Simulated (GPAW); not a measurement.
# Optical response of Cr2AsSe

Aim: the dielectric function of Cr2AsSe, and the optical constants that follow from it.

Program: GPAW 26.7.0. Level of theory: DFT, revPBE, plane-wave PAW (GPAW data sets), scalar-relativistic, RPA, optical limit. Results are calculated unless marked as measured.

## (1) Starting point

It takes space group P-6m2 (No. 187, hexagonal). Conventional cell: a = 3.766 Å, b = 3.766 Å, c = 6.234 Å, α = 90.00°, β = 90.00°, γ = 120.00°. Se has 6 Cr at 2.70 Å nearest. Nearest to As lie 6 Cr at 2.65 Å. Cr has 3 As at 2.65 Å and 3 Se at 2.70 Å nearest. Farther neighbours and most contacts between anions are not listed.

Structure file:

```cif
data_structure
_symmetry_space_group_name_H-M 'P-6m2'
_symmetry_Int_Tables_number 187
_cell_length_a 3.7662
_cell_length_b 3.7662
_cell_length_c 6.2344
_cell_angle_alpha 90.000
_cell_angle_beta 90.000
_cell_angle_gamma 120.000
_cell_volume 76.58
loop_
_atom_site_label
_atom_site_type_symbol
_atom_site_symmetry_multiplicity
_atom_site_Wyckoff_symbol
_atom_site_fract_x
_atom_site_fract_y
_atom_site_fract_z
_atom_site_occupancy
Se1 Se 1 c 0.33333 0.66667 0.00000 1
As1 As 1 f 0.66667 0.33333 0.50000 1
Cr1 Cr 2 g 0.00000 0.00000 0.25800 1
```

## (2) Ground state

The self-consistent density comes first; it also tells whether there is a gap, which decides the occupations and the need for a Drude term.

This step: DFT, revPBE, plane-wave PAW (GPAW data sets), scalar-relativistic, ground state (GPAW 26.7.0).

Input file gs.py:

```python
from ase import Atoms
from ase.dft.bandgap import bandgap
from gpaw import GPAW, PW, FermiDirac

atoms = Atoms(['Se', 'As', 'Cr', 'Cr'],
              cell=[[3.766158715388, 0.000000000000, 0.000000000000],
                    [-1.883079357694, 3.261589122210, 0.000000000000],
                    [0.000000000000, 0.000000000000, 6.234445000000]],
              scaled_positions=[[0.333333333333, 0.666666666667, 0.000000000000],
                                [0.666666666667, 0.333333333333, 0.500000000000],
                                [0.000000000000, 0.000000000000, 0.257997000000],
                                [0.000000000000, 0.000000000000, 0.742003000000]],
              pbc=[True, True, True])
atoms.set_initial_magnetic_moments([0.0, 0.0, 3.0, 3.0])
atoms.calc = GPAW(mode=PW(450), xc='revPBE', kpts={'size': (7, 7, 4), 'gamma': True},
                  occupations=FermiDirac(0.05), maxiter=150, txt='gs.txt')
print('energy (eV)', atoms.get_potential_energy())
print('Fermi level (eV)', atoms.calc.get_fermi_level())
print('valence electrons', atoms.calc.get_number_of_electrons())
print('gap (eV)', bandgap(atoms.calc, output=None)[0])
print('direct gap (eV)', bandgap(atoms.calc, direct=True, output=None)[0])
print('moments', atoms.get_magnetic_moments().round(3).tolist())
atoms.calc.write('gs.gpw')
```

Command:

```bash
OMP_NUM_THREADS=1 python gs.py
```

Numbers of over 12 decimals in the logs are rounded to 6 here.

Log:

```text
__  _  _
 | _ |_)|_||  |
 |__||  | ||/\| - 26.7.0

Versions:
  Python: 3.12.14
  ASE:    3.29.0
  Numpy:  2.5.5
  Scipy:  1.18.1
  Libxc:  7.0.0

Input parameters:
  mode=PW(ecut=450.000000),
  kpts=MonkhorstPack(size=(7, 7, 4), gamma=True),
  maxiter=150,
  occupations=Occupations(name='fermi-dirac', width=0.05, fixmagmom=False),
  xc=XC(name='revPBE')

Diagonalizing LCAO Hamiltonian
Converting LCAO to pw mode

       Cr
            As

       Cr
        Se

Atoms  # Å, Bohr magnetons
|   | symbol |         x |        y |        z |    initial magnetic moments |
| 0 |     Se | -0.000000 | 2.174393 | 0.000000 | ( 0.0000,  0.0000,  0.0000) |
| 1 |     As |  1.883079 | 1.087196 | 3.117223 | ( 0.0000,  0.0000,  0.0000) |
| 2 |     Cr |  0.000000 | 0.000000 | 1.608468 | ( 0.0000,  0.0000,  3.0000) |
| 3 |     Cr |  0.000000 | 0.000000 | 4.625977 | ( 0.0000,  0.0000,  3.0000) |

Unit cell  # Å
| periodic |         x |        y |        z |  lengths |     angles |
|      yes |  3.766159 | 0.000000 | 0.000000 | 3.766159 |  90.000000 |
|      yes | -1.883079 | 3.261589 | 0.000000 | 3.766159 |  90.000000 |
|      yes |  0.000000 | 0.000000 | 6.234445 | 6.234445 | 120.000000 |

Number of symmetries: 12
Symmetry operations  # r_c * U_cc + t_c -> r_c
|    | kind |            matrix            |
|  0 |  σ   |  1, 1, 0,  0,-1, 0,  0, 0, 1 |
|  1 |  C2  |  1, 1, 0,  0,-1, 0,  0, 0,-1 |
|  2 |  E   |  1, 0, 0,  0, 1, 0,  0, 0, 1 |
|  3 |  σ   |  1, 0, 0,  0, 1, 0,  0, 0,-1 |
|  4 |  C3  |  0, 1, 0, -1,-1, 0,  0, 0, 1 |
|  5 |  S3  |  0, 1, 0, -1,-1, 0,  0, 0,-1 |
|  6 |  σ   |  0,-1, 0, -1, 0, 0,  0, 0, 1 |
|  7 |  C2  |  0,-1, 0, -1, 0, 0,  0, 0,-1 |
|  8 |  σ   | -1, 0, 0,  1, 1, 0,  0, 0, 1 |
|  9 |  C2  | -1, 0, 0,  1, 1, 0,  0, 0,-1 |
| 10 |  C3  | -1,-1, 0,  1, 0, 0,  0, 0, 1 |
| 11 |  S3  | -1,-1, 0,  1, 0, 0,  0, 0,-1 |

BZ-sampling:
  Number of BZ points: 196
  Number of IBZ points: 24

  Monkhorst-Pack size: [7, 7, 4]
  Monkhorst-Pack shift: [0.0, 0.0, 0.125]

K-points  # in reciprocal-cell coordinates
|     |                                coordinates |     weight |
|   0 | (  0.00000000,   0.00000000,   0.00000000) | 0.00510204 |
|   1 | (  0.00000000,   0.00000000,   0.25000000) | 0.01020408 |
|   2 | (  0.00000000,   0.00000000,   0.50000000) | 0.00510204 |
|   3 | (  0.14285714,   0.00000000,   0.00000000) | 0.03061224 |
|   4 | (  0.14285714,   0.00000000,   0.25000000) | 0.06122449 |
|   5 | (  0.14285714,   0.00000000,   0.50000000) | 0.03061224 |
|   6 | (  0.28571429,  -0.14285714,   0.00000000) | 0.03061224 |
|   7 | (  0.28571429,  -0.14285714,   0.25000000) | 0.06122449 |
|   8 | (  0.28571429,  -0.14285714,   0.50000000) | 0.03061224 |
|   9 | (  0.28571429,   0.00000000,   0.00000000) | 0.03061224 |
| ... |                                            |            |
|  23 | (  0.42857143,   0.42857143,   0.50000000) | 0.03061224 |

Plane wave coefficients: 1702
Cutoff: 450.000000 eV

Spin-components: 2 (collinear spins)
Bands:           22
Projectors:      22
Spin-degeneracy: 1
Datatype:        complex128

Parallelization:
  kpt:    1
  domain: 1
  band:   1

Density:
  Valence electrons: 23.0
  Components: 2
  Grid points: [20 20 32]
  Charge: 0.0  # |e|

Potential:
  Grid points: [20 20 32]

species:
  Se:
    name:    Selenium
    id:
    Z:       34.0
    valence: 6
    core:    28
    charge:  0.0  # [|e|]
    compensation charges:
      type: gauss
      rc: 0.27  # [Å]
      lmax: 2
    cutoffs:
      filter: 1.77  # [Å]
      core: 2.67  # [Å]
    projectors
    | kind |    occ | energy [eV] | rcut [Å] |
    |   4s |  2.000 |     -17.218 |    0.847 |
    |   4p |  4.000 |      -6.473 |    1.005 |
    |    s |        |       9.994 |    0.847 |
    |    p |        |      20.738 |    1.005 |
    |    d |        |       0.000 |    0.847 |

    Using partial waves for Se as LCAO basis

  As:
    name:    Arsenic
    id:
    Z:       33.0
    valence: 5
    core:    28
    charge:  0.0  # [|e|]
    compensation charges:
      type: gauss
      rc: 0.33  # [Å]
      lmax: 2
    cutoffs:
      filter: 1.87  # [Å]
      core: 2.96  # [Å]
    projectors
    | kind |    occ | energy [eV] | rcut [Å] |
    |   4s |  2.000 |     -14.425 |    1.058 |
    |   4p |  3.000 |      -5.155 |    1.058 |
    |    s |        |      12.786 |    1.058 |
    |    p |        |      22.056 |    1.058 |
    |    d |        |       0.000 |    1.058 |

    Using partial waves for As as LCAO basis

  Cr:
    name:    Chromium
    id:
    Z:       24.0
    valence: 6
    core:    18
    charge:  0.0  # [|e|]
    compensation charges:
      type: gauss
      rc: 0.35  # [Å]
      lmax: 2
    cutoffs:
      filter: 2.14  # [Å]
      core: 3.04  # [Å]
    projectors
    | kind |    occ | energy [eV] | rcut [Å] |
    |   4s |  1.000 |      -3.933 |    1.164 |
    |   4p |  0.000 |      -0.966 |    1.217 |
    |   3d |  5.000 |      -2.850 |    1.111 |
    |    s |        |      23.278 |    1.164 |
    |    p |        |      26.245 |    1.217 |
    |    d |        |      24.362 |    1.111 |

    Using partial waves for Cr as LCAO basis

Reference energy: -184787.578618  # eV

eigensolver:
  PPCG
  Converge bands: occupied
  niter=2

density mixing:
  MSR1-Mixer
  Pratt-step length: 0.05
  Maximum mixing coefficient: 0.75
  Old densities: 10
  SVD Regularization: 0.005
  Good broyden scale: 1.0
  Trust region scale: 1.0
  Backstep threshold: 4.0
  History deletion threshold: 6.0
  Fourier metric: weight=20.0, sigma=0.015

occupation numbers:
  Fermi-Dirac:
    width: 0.0500  # eV

poisson solver:
  ecut: 3600.000000  # eV

xc functional:
  name: revPBE with 2 nearest neighbor stencil

convergence criteria:
- Maximum [total energy] change in last 3 cyles: 0.0005 eV / valence electron
- Maximum integral of absolute [dens]ity change: 0.0001 electrons / valence electron
- Maximum integral of absolute [eigenst]ate change: 4e-08 eV^2 / valence electron
maximum number of iterations: 150

SCF iterations
|iter     |      energy | eigst |  dens |  magmom |
|iter:   1||  -27.123773 | -0.33 |       |  +5.9738|
|iter:   2||  -26.476848 | -1.60 | -0.57 |  +5.9912|
|iter:   3||  -26.292488 | -1.64 | -0.65 |  +6.1744|
|iter:   4||  -26.636825 | -2.16 | -0.90 |  +6.5277|
|iter:   5||  -26.712995 | -2.50 | -1.33 |  +6.8172|
|iter:   6||  -26.712479 | -2.83 | -1.83 |  +6.8767|
|iter:   7||  -26.713108c| -3.81 | -2.13 |  +6.9179|
|iter:   8||  -26.713614c| -4.46 | -2.52 |  +6.9413|
|iter:   9||  -26.713682c| -5.10 | -3.00 |  +6.9457|
|iter:  10||  -26.713686c| -5.85 | -3.49 |  +6.9449|
|iter:  11||  -26.713686c| -6.56 | -4.06c|  +6.9446|
|iter:  12||  -26.713686c| -7.33 | -4.68c|  +6.9444|
|iter:  13||  -26.713686c| -7.61c| -5.14c|  +6.9444|

Converged in 13 steps
SCF loop duration: 20.785 s (1.599 s/step)
Energy contributions relative to reference atoms: (reference = -184787.578618)

Energy contributions:
  Kinetic:           2.335564
  Coulomb:          -8.800247
  Zero:              0.136037
  External:          0.000000
  Xc:              -20.378437
  Entropy:          -0.013206
  Spinorbit:         0.000000
  ----------------------------
  Free energy:     -26.720289
  Extrapolated:    -26.713686

dipole moment: (-9.036469, -15.589391, -22.913441)  # |e|*Ang

Total magnetic moment: (0.000000, 0.000000, 6.944413)

Local magnetic moments
|        x |        y |         z |
| 0.000000 | 0.000000 | -0.087094 |  # Se   0
| 0.000000 | 0.000000 | -0.191970 |  # As   1
| 0.000000 | 0.000000 |  3.225093 |  # Cr   2
| 0.000000 | 0.000000 |  3.225093 |  # Cr   3

Fermi level: 7.335
Eigenvalues  # (at kpt = [0.000, 0.000, 0.000])
| band index |      eig [eV] | occ [0-1] |      eig [eV] | occ [0-1] |
|          0 |        -6.848 |     1.000 |        -6.867 |     1.000 |
|        ... |               |           |               |           |
|          4 |         3.779 |     1.000 |         4.663 |     1.000 |
|          5 |         4.613 |     1.000 |         6.868 |     1.000 |
|          6 |         5.385 |     1.000 |         7.034 |     0.998 |
|          7 |         5.385 |     1.000 |         7.034 |     0.998 |
|          8 |         5.570 |     1.000 |         7.473 |     0.059 |
|          9 |         5.571 |     1.000 |         8.366 |     0.000 |
|         10 |         6.334 |     1.000 |         8.366 |     0.000 |
|         11 |         6.335 |     1.000 |         8.393 |     0.000 |
|         12 |         6.607 |     1.000 |         8.395 |     0.000 |
|         13 |         6.884 |     1.000 |         9.566 |     0.000 |
|         14 |         6.884 |     1.000 |         9.569 |     0.000 |
|         15 |         7.545 |     0.015 |        10.665 |     0.000 |
|         16 |         9.919 |     0.000 |        10.729 |     0.000 |
|         17 |        10.147 |     0.000 |        11.714 |     0.000 |
|         18 |        10.147 |     0.000 |        11.714 |     0.000 |
|        ... |               |           |               |           |
|         21 |        13.997 |     0.000 |        14.617 |     0.000 |

No gap
No difference between direct/indirect transitions

--- standard output ---
energy (eV) -26.713686
Fermi level (eV) 7.335243
valence electrons 23.0
gap (eV) 0.0
direct gap (eV) 0.0
moments [-0.087, -0.192, 3.225, 3.225]
```

It took 23 s on 1 thread of Intel Xeon Platinum 8375C at 2.90GHz (Ice Lake), shared host; peak memory 0.2 GiB.

This step gave:

| Item | Value |
| --- | --- |
| energy | -26.71 eV |
| Fermi energy | 7.335 eV |
| electrons | 23 |
| site moments | -0.087, -0.192, 3.225, 3.225 μB |

There are states at the Fermi level within the smearing, so the occupations stay smeared and the carriers get a Drude term.

## (3) Bands for the response

At the fixed density, many empty bands are solved on the mesh of the response, since the spectrum sums over them.

This step: DFT, revPBE, plane-wave PAW (GPAW data sets), scalar-relativistic, bands at fixed density (GPAW 26.7.0).

Input file nscf.py:

```python
from ase.dft.bandgap import bandgap
from gpaw import GPAW, FermiDirac

calc = GPAW('gs.gpw').fixed_density(kpts={'size': (10, 10, 6), 'gamma': True}, nbands=55, convergence={'bands': 49},
                                    occupations=FermiDirac(0.05), txt='nscf.txt')
print('gap (eV)', bandgap(calc, output=None)[0])
print('direct gap (eV)', bandgap(calc, direct=True, output=None)[0])
print('top band over the Fermi level (eV)', min(calc.get_eigenvalues(kpt=k)[48] for k in range(len(calc.get_ibz_k_points()))) - calc.get_fermi_level())
calc.write('full.gpw', mode='all')
```

Command:

```bash
OMP_NUM_THREADS=1 python nscf.py
```

Log:

```text
Diagonalizing LCAO Hamiltonian
Converting LCAO to pw mode
convergence criteria:
- Maximum integral of absolute [eigenst]ate change: 4e-08 eV^2 / valence electron
maximum number of iterations: 150

SCF iterations
|iter     |      energy | eigst |  dens |  magmom |
|iter:   1||             | +3.45 |       |  +6.9444|
|iter:   2||             | +2.24 |       |  +6.9444|
|iter:   3||             | +1.91 |       |  +6.9444|
|iter:   4||             | +0.51 |       |  +6.9444|
|iter:   5||             | -0.84 |       |  +6.9444|
|iter:   6||             | -1.53 |       |  +6.9444|
|iter:   7||             | -1.93 |       |  +6.9444|
|iter:   8||             | -2.07 |       |  +6.9444|
|iter:   9||             | -2.73 |       |  +6.9444|
|iter:  10||             | -3.19 |       |  +6.9444|
[... 25 further cycles ...]
|iter:  36||             | -6.90 |       |  +6.9444|
|iter:  37||             | -6.96 |       |  +6.9444|
|iter:  38||             | -7.03 |       |  +6.9444|
|iter:  39||             | -7.07 |       |  +6.9444|
|iter:  40||             | -7.16 |       |  +6.9444|
|iter:  41||             | -7.20 |       |  +6.9444|
|iter:  42||             | -7.29 |       |  +6.9444|
|iter:  43||             | -7.31 |       |  +6.9444|
|iter:  44||             | -7.40 |       |  +6.9444|
|iter:  45||             | -7.42c|       |  +6.9444|
SCF steps: 45
  __  _  _
 | _ |_)|_||  |
 |__||  | ||/\| - 26.7.0

Versions:
  Python: 3.12.14
  ASE:    3.29.0
  Numpy:  2.5.5
  Scipy:  1.18.1
  Libxc:  7.0.0

Input parameters:
  mode=PW(ecut=450.000000),
  convergence={'bands': 49},
  gpts=array([20, 20, 32]),
  kpts=MonkhorstPack(size=(10, 10, 6), gamma=True),
  maxiter=150,
  nbands=55,
  occupations=Occupations(name='fermi-dirac', width=0.05, fixmagmom=False),
  parallel={},
  xc=XC(name='revPBE')

--- standard output ---
gap (eV) 0.0
direct gap (eV) 0.0
top band over the Fermi level (eV) 21.724609
```

Wall time 4.8 min (1 thread); peak memory 0.37 GiB.

[end of part 1 of 2]

[Machine, clock and banner lines and Python warnings are left out of the logs.]

[Logs are printed without paths, hosts, clocks, repeated set-up lines and the standing remarks that a program may print on its own settings, such as how far it seeks lower states.]

[Hosts, paths, dates, database ids (printed as entryN), source tags and the programs' standing remarks are cut or masked in the printed files.]
